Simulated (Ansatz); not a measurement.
In doubt: masses and optical values from hybrid runs of this build are listed as unsure, which bears on the screening that GW takes from such a start.

Rows from a G0W0 calculation on RbSb4F13 (I4/m) (Ansatz 0.2.0; G0W0 on HSE06, plane waves, PAW; PAW set soft_1; 4×4×4 mesh, 1025 empty bands, screening to 130 eV, PAW set soft_1 files), in eV. Spin-orbit coupling is left out.

```tsv
row	k	band	start	Σx	Σc at the solution	Vxc
A	(0.250, 0.250, 0.250)	c1	8.063	-8.568	-3.015	-12.567
B	(0.250, 0.250, -0.250)	c1	7.967	-9.845	-2.813	-13.700
C	(0.250, 0.250, 0.250)	v1	1.906	-24.594	2.318	-21.323
D	(0.250, 0.250, -0.250)	c2	8.557	-9.678	-2.973	-13.704
E	(0.250, 0.250, 0.250)	c2	8.572	-9.903	-2.880	-13.857
F	(0.250, 0.250, -0.250)	v1	1.794	-24.399	2.369	-21.091
```

Q: Give the quasiparticle energies and the shift of each level.

The quasiparticle equation reads E = start + Σx + Σc(E) − Vxc.

```tsv
row	E (eV)	shift (eV)
A	9.047	+0.984
B	9.009	+1.041
C	0.953	−0.953
D	9.610	+1.053
E	9.646	+1.074
F	0.854	−0.939
```

The gap over the computed points goes from 6.06 eV to 8.06 eV.

Limits: not at the basis limit; no spin-orbit coupling.

[Paths, hosts, dates, memory and timing lines, banners, echoed tables and standing remarks are left out of the program output.]

[Logs are printed without paths, hosts, clocks, repeated set-up lines and the standing remarks that a program may print on its own settings, such as how far it seeks lower states.]

[Runs of the session that timed out or met a known fault of the program may be left out.]

[Cells called generated may have been cut or substituted from an entry of the Crystallography Open Database or the Materials Project.]

[Hosts, paths, dates, database ids (printed as entryN), source tags and the programs' standing remarks are cut or masked in the printed files.]
